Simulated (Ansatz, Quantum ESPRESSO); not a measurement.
# Complex bands of KBr, rock salt type, lattice constant set to 6.968 Å, part 3 of 3

How good a tunnel barrier is KBr, rock salt type, lattice constant set to 6.968 Å?

Quantum ESPRESSO 7.5; plane-wave DFT, PBE, PseudoDojo norm-conserving pseudopotentials; cross-check by Ansatz 0.2.0 with PAW datasets.

So far. Step 2 (Ground state): The run needed 9 iterations to bring the estimated error under 1e-09 Ry.

## 4. Complex bands with pwcond.x, with nz1 = 3

Level of this step: complex band structure by pwcond; plane-wave DFT, PBE, PseudoDojo norm-conserving pseudopotentials (Quantum ESPRESSO).

How much does a setting matter? One run is repeated with a change.

Input file cbs.w.in:

```
&inputcond
  outdir = './out'
  prefixl = 'scf'
  band_file = 'cbs.w'
  ikind = 0
  ewind = 4.0
  epsproj = 1e-05
  nz1 = 3
  energy0 = 6.9
  denergy = -0.23
/
4
  0.00000000 0.00000000 1.00000000
  0.50000000 0.00000000 1.00000000
  0.50000000 0.50000000 1.00000000
  0.25000000 0.00000000 1.00000000
40
```

The run is started by

```
> OMP_NUM_THREADS=1 mpirun -n 4 pwcond.x -in cbs.w.in > cbs.w.out
```

Numbers of over 12 decimals in the logs are rounded to 6 here.

Output:

```text
[banner, memory and clock lines left out]
Program PWCOND v.7.5 starts
[citation notice left out]

[...]
./out/scf.save/

     IMPORTANT: XC functional enforced from input :
     Exchange-correlation= PBE
                           (   1   4   3   4   0   0   0)
     Any further DFT definition will be discarded
     Please, verify this is what you really want

     Reading collected, re-writing distributed wavefunctions

===== INPUT FILE containing the left lead =====

     GEOMETRY:

     lattice parameter (alat)  =       9.3109  a.u.
     the volume                =    1141.5397 (a.u.)^3
     the cross section         =      86.6930 (a.u.)^2
     l of the unit cell        =       1.4142 (alat)
     number of atoms/cell      =            4
     number of atomic types    =            2

     crystal axes: (cart. coord. in units of alat)
               a(1) = (  1.0000  0.0000  0.0000 )
               a(2) = (  0.0000  1.0000  0.0000 )
               a(3) = (  0.0000  0.0000  1.4142 )

   Cartesian axes

     site n.     atom                  positions (alat units)
          1        K      tau(  1)=(  0.0000  0.0000  1.4142  )
          2        Br     tau(  2)=(  0.5000  0.5000  1.4142  )
          3        K      tau(  3)=(  0.5000  0.5000  0.7071  )
          4        Br     tau(  4)=(  0.0000  0.0000  0.7071  )

     nr1s                      =           50
     nr2s                      =           50
     nr3s                      =           72
     nr1sx                     =           50
     nr2sx                     =           50
     nr3sx                     =           72
     nr1                       =           50
     nr2                       =           50
     nr3                       =           72
     nr1x                      =           50
     nr2x                      =           50
     nr3x                      =           72

 _______________________________
  Radii of nonlocal spheres:

     type       ibeta     ang. mom.          radius (alat units)
       K          1         0                    0.1439
       K          2         0                    0.1450
       K          3         1                    0.1557
       K          4         1                    0.1557
       K          5         2                    0.1718
       K          6         2                    0.1740
       Br         1         0                    0.1912
       Br         2         0                    0.1944
       Br         3         1                    0.1632
       Br         4         1                    0.1654
       Br         5         2                    0.2094
       Br         6         2                    0.2094
----- General information -----

----- Complex band structure calculation -----

     nrx                       =           50
     nry                       =           50
     nz1                       =            3

     energy0               =         6.9E+00
     denergy               =        -2.3E-01
     nenergy               =         40
     ecut2d                =         6.6E+01
     ewind                 =         4.0E+00
     epsproj               =         1.0E-05

     number of k_|| points=    4
                       cryst. coord.
        k(    1) = (   0.0000000   0.0000000), wk =   0.2500000
        k(    2) = (   0.5000000   0.0000000), wk =   0.2500000
        k(    3) = (   0.5000000   0.5000000), wk =   0.2500000
        k(    4) = (   0.2500000   0.0000000), wk =   0.2500000
----- Information about left lead -----

     nocros                   =           36
     noins                    =           36
     norb                     =          108
     norbf                    =          108
     nrz                      =           72

      iorb      type   ibeta   ang. mom.   m       position (alat)
        1        1       1        0        1   taunew(   1)=(  0.0000  0.0000  0.0000)
        2        1       2        0        1   taunew(   2)=(  0.0000  0.0000  0.0000)
[...]
108        2       6        2        5   taunew( 108)=(  0.5000  0.5000  1.4142)
 ngper, shell number =          441          59
 ngper, n2d =          441         125
---  E-Ef =    6.9000000  k =    0.0000000   0.0000000
---  ie =          1  ik =          1
 Nchannels of the left tip =            1
 Right moving states:
   k1(2pi/a)   k2(2pi/a)   E-Ef (eV)
  -0.3645296  -0.0000000   6.9000000
 Left moving states:
   k1(2pi/a)   k2(2pi/a)   E-Ef (eV)
   0.3645296  -0.0000000   6.9000000

---  E-Ef =    6.6700000  k =    0.0000000   0.0000000
---  ie =          2  ik =          1
 Nchannels of the left tip =            1
 Right moving states:
   k1(2pi/a)   k2(2pi/a)   E-Ef (eV)
  -0.4603195  -0.0000000   6.6700000
 Left moving states:
   k1(2pi/a)   k2(2pi/a)   E-Ef (eV)
   0.4603195  -0.0000000   6.6700000
[... further energies and points left out ...]
---  E-Ef =   -1.8400000  k =    0.2500000   0.0000000
---  ie =         39  ik =          4
 Nchannels of the left tip =            0
 Right moving states:
   k1(2pi/a)   k2(2pi/a)   E-Ef (eV)
 Left moving states:
   k1(2pi/a)   k2(2pi/a)   E-Ef (eV)

---  E-Ef =   -2.0700000  k =    0.2500000   0.0000000
---  ie =         40  ik =          4
 Nchannels of the left tip =            0
 Right moving states:
   k1(2pi/a)   k2(2pi/a)   E-Ef (eV)
 Left moving states:
   k1(2pi/a)   k2(2pi/a)   E-Ef (eV)

[...]
```

Wall time 3.4 min (4 MPI ranks of Arm Neoverse V2, shared host); peak memory 0.29 GiB.

The changed values were drawn from a wide range, not chosen for quality; the comparison shows what they did here together.

Beside the run it was changed from:

| quantity | this run | unchanged run | difference |
| --- | --- | --- | --- |
| peak of the smallest κ at the zone centre (Å⁻¹) | 0.343 | 0.343 | 0 |
| peak of the smallest κ at (1/2, 1/2) (Å⁻¹) | 0.479 | 0.479 | 0 |
| wall time (s) | 202 | 232 |  |

The physical values in this table stay within 0.05 %.

## 5. The same in Ansatz

A second code with its own PAW datasets, on the same atoms.

Level of this step: plane-wave DFT, PBE, Ansatz PAW (Ansatz 0.2.0).

Input file input.yaml:

```yaml
crystal:
  lattice:
    - [4.9271200513, 0.0, 0.0]
    - [0.0, 4.9271200513, 0.0]
    - [0.0, 0.0, 6.968]
  atoms:
    - { symbol: K, position: [0.0, 0.0, 0.0] }
    - { symbol: Br, position: [0.5, 0.5, 0.0] }
    - { symbol: K, position: [0.5, 0.5, 0.5] }
    - { symbol: Br, position: [0.0, 0.0, 0.5] }
kpoints:
  mp_grid: { grid: [6, 6, 4] }
hamiltonian:
  xc: pbe
scf:
  occupations: { method: fixed }
  convergence: { dr2_threshold: 1.0e-09 }
output:
  transmission:
    leads: [[0, 0]]
    kpoints: [[0, 0], [0.5, 0], [0.5, 0.5], [0.25, 0]]
    e_range: [-2.07, 6.9]
    de: 0.23
```

The run is started by

```
> ansatz run input.yaml --threads 4 --pin off --max-ram 8192MiB --backend cpu --events-out ev --progress --plain --runs-dir out
```

Output:

```text
Engine: ansatz 0.2.0, aarch64-unknown-linux-gnu
Pseudopotentials: kind: paw
Pseudopotential: K, paw, valence charge 9, recommended cutoff 420 eV (normal), K.paw.azcp
Pseudopotential: Br, paw, valence charge 7, recommended cutoff 420 eV (normal), Br.paw.azcp
Functional definition: PBE
  parameter kappa = 0.804
  parameter beta = 0.066725
  exchange = pbe_x(kappa = kappa, mu = beta*pi^2/3)
  correlation = pbe_c(beta = beta)
Crystal: 4 atoms, lattice volume = 169.159 Å³
Basis set: ecut = 420 eV, 3299 PW (Γ)
Bands: 20, of which v1, the nominal top of the filled ones, is band 16 counted from 1 (15 counted from 0)
Symmetry: 32 space group operations
Space group: Fm-3m (ITA 225), of the structure as read, at distance tolerance 5.5e-5 Å
k-points: 30 of 144
Non-local potential: K, projectors of the file, l = 0: 3, l = 1: 2, l = 2: 2
Non-local potential: Br, projectors of the file, l = 0: 2, l = 1: 2, l = 2: 2
PAW form: soft (Blöchl's): semilocal exchange-correlation on the pseudo side does not see the compensation charge
PAW one-centre angular grid: K, 110 points (default); XC on 64 Gauss nodes
PAW one-centre angular grid: Br, 110 points (default); XC on 64 Gauss nodes
Initial density: superposition of atomic densities (neutral atoms: chi_scale 0, normalization atom), corrected by the library's trained network
Initial wavefunctions: pseudopotential atomic-orbital guess
Functional: x = pbe(κ = 0.804, μ = 0.219515), c = pbe(β = 0.066725)
SCF iter   1: F=—  HF=-8648.932274 eV  |F-HF|=—  |Δ(HF+E_count)|=         —  Δρ=1.36e-4  dr2=3.10e-5  ethr=1.77e-3  ⟨swp⟩=5.6  Hψ=2658  notcnv=0  defer=55
preconditioner: auto → Resta (q_TF=auto, 2.067 Å⁻¹)  ε∞=2.3  [insulator: Δε(μ)=4.034 eV  Ē_g=13.502 eV  n_scr=28 (ndim 8)  ℏωp=15.1 eV  f_vac=0.110  ε∞_Penn≈2.3]
SCF iter   2: F=—  HF=-8648.932397 eV  |F-HF|=—  |Δ(HF+E_count)|=   1.24e-4  Δρ=8.57e-5  dr2=1.89e-5  ethr=9.69e-8  ⟨swp⟩=3.4  Hψ=1852  notcnv=0  defer=60
SCF iter   3: F=—  HF=-8648.932469 eV  |F-HF|=—  |Δ(HF+E_count)|=   7.18e-5  Δρ=9.21e-5  dr2=2.26e-5  ethr=5.91e-8  ⟨swp⟩=2.0  Hψ=1082  notcnv=0  defer=58
SCF iter   4: F=—  HF=-8648.932462 eV  |F-HF|=—  |Δ(HF+E_count)|=   6.78e-6  Δρ=4.24e-5  dr2=4.54e-6  ethr=5.91e-8  ⟨swp⟩=2.0  Hψ=764  notcnv=0  defer=47
SCF iter   5: F=—  HF=-8648.932462 eV  |F-HF|=—  |Δ(HF+E_count)|=   4.98e-7  Δρ=3.60e-6  dr2=4.34e-8  ethr=1.42e-8  ⟨swp⟩=2.0  Hψ=1020  notcnv=0  defer=33
SCF iter   6: F=—  HF=-8648.932462 eV  |F-HF|=—  |Δ(HF+E_count)|=   4.07e-7  Δρ=1.69e-6  dr2=8.33e-9  ethr=1.36e-10  ⟨swp⟩=2.0  Hψ=788  notcnv=0  defer=20
SCF iter   7: F=—  HF=-8648.932462 eV  |F-HF|=—  |Δ(HF+E_count)|=   2.07e-9  Δρ=6.79e-7  dr2=1.31e-9  ethr=2.60e-11  ⟨swp⟩=2.0  Hψ=787  notcnv=0  defer=20
SCF iter   8: F=-8648.932462 eV  HF=-8648.932462 eV  |F-HF|=2.91e-11  |Δ(HF+E_count)|=  3.82e-10  Δρ=1.29e-7  dr2=3.79e-11  ethr=3.13e-12  ⟨swp⟩=5.7  Hψ=2256  notcnv=0
SCF 1 converged in 8 iterations: F = -8648.932462 eV  dr2 = 3.79e-11
  greatest PAW one-centre occupation: 0.987 electrons in one spin orbital (limit 2), on the K atom at site 2 (counted from 0), in its partial waves of l = 0
transmission: 11 of 44 steps passed
transmission: 22 of 44 steps passed
transmission: 33 of 44 steps passed
transmission: 44 of 44 steps passed
SCF converged after 8 iterations
Free energy (F): -8648.932462 eV
Harris-Foulkes:  -8648.932462 eV  (|F-HF|=2.91e-11)
Internal energy: -8648.932462 eV  (E = F + TS)
E sigma→0 (E₀):  -8648.932462 eV
Fermi energy:    0.080019 eV
--- Per-component energies (eV) ---
  E_band       = -302.476683
  E_kinetic    = 773.689623
  E_local      = -1808.325904  (includes V_loc(G=0)·N_el)
  E_nonlocal   = 165.168828
  E_hartree    = 592.459303
  E_xc         = -799.818778
  E_vxc        = -537.370330  (∫ρ·V_xc dr)
  E_paw        = -6056.632913  (= ΣΔE_a)
  E_vpaw       = -80.557533  (= ΣTr[D̂ρ^β])
  E_aug_tail   = -0.000007  (compensation charges beyond the density's cutoff)
  E_ewald      = -1515.472613
  E_smearing   = -0.000000  (= −TS)
  E_closure    = 0.000000  (closes the sum)
  Σ components = -8648.932462   (vs F -8648.932462, Δ=0.00e0)
--- Band table (eV; the first three rows and the last of 30) ---
  k-point 0: bands = [... 12 lower, -0.1493, 0.0799, 0.0799, 0.0800, 4.1163, 6.0647, 6.6980, 7.5992]
  k-point 1: bands = [... 12 lower, -0.1212, -0.1212, 0.0403, 0.0403, 4.5356, 6.2190, 6.3155, 7.2529]
  k-point 2: bands = [... 12 lower, -0.0461, -0.0461, -0.0461, -0.0461, 5.4267, 5.4267, 6.6560, 6.6560]
  k-point 29: bands = [... 12 lower, -0.3816, -0.3816, -0.3109, -0.3109, 7.2455, 7.2455, 7.2455, 7.2455]
--- Transmission ---
  basis      : 213 plane waves across, 11 finite elements along
  points     : 4, as listed
  energies   : 40 from -2.070000 to 6.900000 eV about the Fermi level, 0.230000 eV apart; the leads are filled to 2.018116 eV, and channels, transmission and decay are at 2.070000 eV
  crystal 0  : K2Br2, at the sites [0, 0], period 6.9680 Å: whole cells are its period
    offset         : up to 0.0000 Å between an atom of the period and one for which it stands
    channels       : 0.000000e0 a spin
    conductance    : none, the energies end too early or step too widely for 300 K: set another output.transmission.e_range or a lower de, or, where they end at an eighth of basis.ecutwfc, a higher one
    slowest decay  : 0.3396 /Å at (0.0000, 0.0000)
```

It took 35 s on 4 threads; peak memory 0.76 GiB; 1.8 min of CPU time.

Numbers from this step:

```
free energy                                      : -8648.9325 eV
gap by band count                                : 4.036 eV
symmetry operations                              : 32
slowest decay at the grid energy nearest mid-gap : 0.3396 Å⁻¹
peak of the smallest κ at the zone centre        : 0.3427 Å⁻¹
peak of the smallest κ at (1/2, 1/2)             : 0.4789 Å⁻¹
peak of the smallest κ at (1/4, 0)               : 0.4335 Å⁻¹
valence top, on the run's zero                   : 0.08002 eV
```

K across = (0, 0) in the cell's reciprocal vectors; values within 0.0025 1/Å of each other count once, columns are sorted by size at each energy, a dash where no further value was kept. Table of Im kz of the slowest decaying states by energy, zero at the highest filled level of the SCF mesh:

| energy (eV) | decay 1 (Å⁻¹) | decay 2 (Å⁻¹) | decay 3 (Å⁻¹) |
| --- | --- | --- | --- |
| -2.07 | 0.578 | 1.12 | 1.48 |
| -1.84 | 0.549 | 1.10 | 1.46 |
| -1.38 | 0.476 | 1.03 | 1.42 |
| -1.15 | 0.426 | 0.986 | 1.40 |
| -0.92 | 0.355 | 0.937 | 1.38 |
| -0.46 | 0.378 | 0.623 | 0.947 |
| -0.23 | 0.0340 | 0.448 | 1.01 |
| 0.00 | 0.00155 | 0.00983 | 0.487 |
| 0.46 | 0.254 | 0.530 | 0.547 |
| 0.69 | 0.290 | 0.543 | 0.608 |
| 0.92 | 0.313 | 0.552 | 0.646 |
| 1.38 | 0.338 | 0.564 | 0.688 |
| 1.61 | 0.342 | 0.566 | 0.699 |
| 1.84 | 0.343 | 0.567 | 0.706 |
| 2.30 | 0.333 | 0.566 | 0.709 |
| 2.53 | 0.322 | 0.563 | 0.706 |
| 2.99 | 0.289 | 0.555 | 0.696 |
| 3.22 | 0.264 | 0.549 | 0.687 |
| 3.45 | 0.231 | 0.543 | 0.678 |
| 3.91 | 0.115 | 0.526 | 0.654 |
| 4.14 | 0.517 | 0.639 | 0.746 |
| 4.37 | 0.506 | 0.624 | 0.700 |
| 4.83 | 0.482 | 0.588 | 0.596 |
| 5.06 | 0.468 | 0.536 | 0.567 |
| 5.29 | 0.453 | 0.467 | 0.545 |
| 5.75 | 0.274 | 0.417 | 0.493 |
| 5.98 | 0.0390 | 0.396 | 0.464 |
| 6.21 | 0.372 | 0.432 | 0.532 |
| 6.67 | 0.0848 | 0.303 | 0.353 |
| 6.90 | 0.228 | 0.304 | 0.435 |

K across = (0, 0) in the cell's reciprocal vectors. The Re kz of states that move upwards by energy, zero at the highest filled level of the SCF mesh:

| energy (eV) | channel 1 (Å⁻¹) | channel 2 (Å⁻¹) |
| --- | --- | --- |
| -2.07 | - | - |
| -1.84 | - | - |
| -1.38 | - | - |
| -1.15 | - | - |
| -0.92 | - | - |
| -0.46 | -0.395 | - |
| -0.23 | -0.237 | - |
| 0.00 | - | - |
| 0.46 | - | - |
| 0.69 | - | - |
| 0.92 | - | - |
| 1.38 | - | - |
| 1.61 | - | - |
| 1.84 | - | - |
| 2.30 | - | - |
| 2.53 | - | - |
| 2.99 | - | - |
| 3.22 | - | - |
| 3.45 | - | - |
| 3.91 | - | - |
| 4.14 | 0.107 | - |
| 4.37 | 0.199 | - |
| 4.83 | 0.327 | - |
| 5.06 | 0.383 | - |
| 5.29 | 0.438 | - |
| 5.75 | -0.355 | - |
| 5.98 | -0.297 | - |
| 6.21 | -0.233 | 0.273 |
| 6.67 | -0.413 | - |
| 6.90 | -0.327 | - |

K across = (1/2, 0) in the cell's reciprocal vectors; values within 0.0025 1/Å of each other count once, columns are sorted by size at each energy, a dash where no further value was kept. Table of Im kz of the slowest decaying states by energy, zero at the highest filled level of the SCF mesh:

| energy (eV) | decay 1 (Å⁻¹) | decay 2 (Å⁻¹) | decay 3 (Å⁻¹) |
| --- | --- | --- | --- |
| -2.07 | 0.543 | 1.10 | 1.10 |
| -1.84 | 0.505 | 1.07 | - |
| -1.38 | 0.399 | 1.00 | 1.01 |
| -1.15 | 0.310 | 0.957 | 0.973 |
| -0.92 | 0.112 | 0.904 | 0.932 |
| -0.46 | 0.183 | 0.725 | 0.818 |
| -0.23 | 0.251 | 0.716 | - |
| 0.00 | 0.565 | 0.687 | - |
| 0.46 | 0.650 | 0.821 | 1.47 |
| 0.69 | 0.598 | 0.744 | 0.849 |
| 0.92 | 0.583 | 0.789 | 0.867 |
| 1.38 | 0.576 | 0.832 | 0.886 |
| 1.61 | 0.574 | 0.843 | 0.890 |
| 1.84 | 0.573 | 0.851 | 0.891 |
| 2.30 | 0.568 | 0.859 | 0.888 |
| 2.53 | 0.564 | 0.861 | 0.883 |
| 2.99 | 0.555 | 0.862 | 0.871 |
| 3.22 | 0.550 | 0.863 | 1.11 |
| 3.45 | 0.543 | 0.854 | 0.866 |
| 3.91 | 0.528 | 0.832 | 0.923 |
| 4.14 | 0.519 | 0.820 | 0.898 |
| 4.37 | 0.509 | 0.806 | 0.872 |
| 4.83 | 0.487 | 0.776 | 0.812 |
| 5.06 | 0.475 | 0.760 | 0.778 |
| 5.29 | 0.462 | 0.740 | 1.36 |
| 5.75 | 0.434 | 0.643 | 0.703 |
| 5.98 | 0.423 | 0.570 | 0.681 |
| 6.21 | 0.173 | 0.418 | 0.639 |
| 6.67 | 0.253 | 0.421 | 0.605 |
| 6.90 | 0.218 | 0.410 | 0.576 |

K across = (1/2, 1/2) in the cell's reciprocal vectors; values within 0.0025 1/Å of each other count once, columns are sorted by size at each energy, a dash where no further value was kept. Im kz of the slowest decaying states against energy, zero at the highest filled level of the SCF mesh:

| energy (eV) | decay 1 (Å⁻¹) | decay 2 (Å⁻¹) | decay 3 (Å⁻¹) |
| --- | --- | --- | --- |
| -2.07 | 0.595 | 1.09 | - |
| -1.61 | 0.539 | 1.01 | - |
| -1.15 | 0.463 | 0.663 | 1.17 |
| -0.69 | 0.200 | 0.333 | 1.20 |
| -0.46 | 0.181 | 1.21 | - |
| 0.00 | 0.279 | 0.339 | 1.22 |
| 0.46 | 0.393 | 0.494 | 1.23 |
| 0.92 | 0.441 | 0.556 | 1.23 |
| 1.38 | 0.465 | 0.583 | 1.22 |
| 1.84 | 0.476 | 0.590 | 1.21 |
| 2.30 | 0.479 | 0.585 | 1.20 |
| 2.53 | 0.478 | 0.579 | 1.20 |
| 2.99 | 0.470 | 0.559 | 1.18 |
| 3.45 | 0.458 | 0.532 | 1.17 |
| 3.91 | 0.440 | 0.495 | 1.15 |
| 4.37 | 0.415 | 0.448 | 1.13 |
| 4.83 | 0.384 | 0.389 | 1.07 |
| 5.29 | 0.309 | 0.343 | 1.01 |
| 5.52 | 0.256 | 0.318 | 0.974 |
| 5.98 | 0.0263 | 0.253 | 0.903 |
| 6.44 | 0.140 | 0.827 | 1.03 |
| 6.90 | 0.742 | 1.01 | 1.05 |

K across = (1/4, 0) in the cell's reciprocal vectors; values within 0.0025 1/Å of each other count once, columns are sorted by size at each energy, a dash where no further value was kept. Table of Im kz of the slowest decaying states by energy, zero at the highest filled level of the SCF mesh:

| energy (eV) | decay 1 (Å⁻¹) | decay 2 (Å⁻¹) | decay 3 (Å⁻¹) |
| --- | --- | --- | --- |
| -2.07 | 0.561 | 1.11 | - |
| -1.84 | 0.529 | 1.08 | - |
| -1.38 | 0.443 | 1.01 | 1.02 |
| -1.15 | 0.379 | 0.972 | 0.983 |
| -0.92 | 0.281 | 0.921 | 0.940 |
| -0.46 | 0.757 | 0.829 | 1.42 |
| -0.23 | 0.175 | 0.708 | 0.854 |
| 0.00 | 0.279 | 0.344 | 0.596 |
| 0.46 | 0.381 | 0.568 | 0.573 |
| 0.69 | 0.400 | 0.575 | 0.627 |
| 0.92 | 0.413 | 0.578 | 0.663 |
| 1.38 | 0.429 | 0.581 | 0.703 |
| 1.61 | 0.433 | 0.582 | 0.713 |
| 1.84 | 0.434 | 0.581 | 0.719 |
| 2.30 | 0.428 | 0.578 | 0.720 |
| 2.53 | 0.422 | 0.574 | 0.717 |
| 2.99 | 0.402 | 0.565 | 0.703 |
| 3.22 | 0.388 | 0.559 | 0.694 |
| 3.45 | 0.371 | 0.552 | 0.683 |
| 3.91 | 0.323 | 0.536 | 0.655 |
| 4.14 | 0.289 | 0.526 | 0.639 |
| 4.37 | 0.244 | 0.516 | 0.621 |
| 4.83 | 0.492 | 0.580 | 0.641 |
| 5.06 | 0.478 | 0.556 | 0.621 |
| 5.29 | 0.464 | 0.532 | 0.600 |
| 5.75 | 0.430 | 0.476 | 0.553 |
| 5.98 | 0.410 | 0.445 | 0.495 |
| 6.21 | 0.387 | 0.395 | 0.410 |
| 6.67 | 0.121 | 0.324 | 0.339 |
| 6.90 | 0.0665 | 0.263 | 0.309 |

## 6. By hand

T falls as exp(−2κd). With κ = 0.341 1/Å, 10 Å of barrier pass exp(−2 × 0.341 × 10) = 0.0011 of that channel, interfaces aside.

## 7. Outcome

```
gap on the SCF mesh                                                  : 4.04 eV
smallest κ at mid-gap among the four k points, at the zone centre    : 0.341 Å⁻¹
peak of the smallest κ in the stop band at the zone centre           : 0.343 Å⁻¹
peak of the smallest κ in the stop band at (1/2, 1/2)                : 0.479 Å⁻¹
peak of the smallest κ in the stop band at (1/4, 0)                  : 0.434 Å⁻¹
energy of the peak at the zone centre, over the highest filled level : 1.84 eV
peak at the zone centre by Ansatz                                    : 0.343 Å⁻¹
```

What this shows: With a gap of 4.04 eV on the mesh, the smallest κ at mid-gap among the four k points, at the zone centre is 0.341 Å⁻¹ (PBE, PseudoDojo norm-conserving). For a barrier with the Fermi level at mid-gap the slowest state found, at the zone centre, loses a factor of ten in probability every 3.4 Å or so. Stop bands away from the zone centre are mostly wider than the gap, so their peaks can lie above the conduction bottom. At the zone centre pwcond's peak is 0.343 and Ansatz's 0.343 1/Å, 0 % apart. The cell is the a/√2 one, turned by 45°, with two primitive cells, so X along [001] folds onto kz = 0. A semilocal gap is too small, often by a third to a half and by more in narrow-gap crystals, so real barriers decay faster. Spin-orbit coupling is left out; depending on the atoms that carry the levels of interest, it can split and shift them by tens to hundreds of meV.

[Logs are printed without paths, hosts, clocks, repeated set-up lines and the standing remarks that a program may print on its own settings, such as how far it seeks lower states.]

[Hosts, paths, dates, database ids (printed as entryN), source tags and the programs' standing remarks are cut or masked in the printed files.]

[Maps of the electrostatic potential energy from Ansatz leave out the sawtooth potential of an applied field or a dipole correction, so their vacuum need not be flat; planar profiles and work functions include it.]
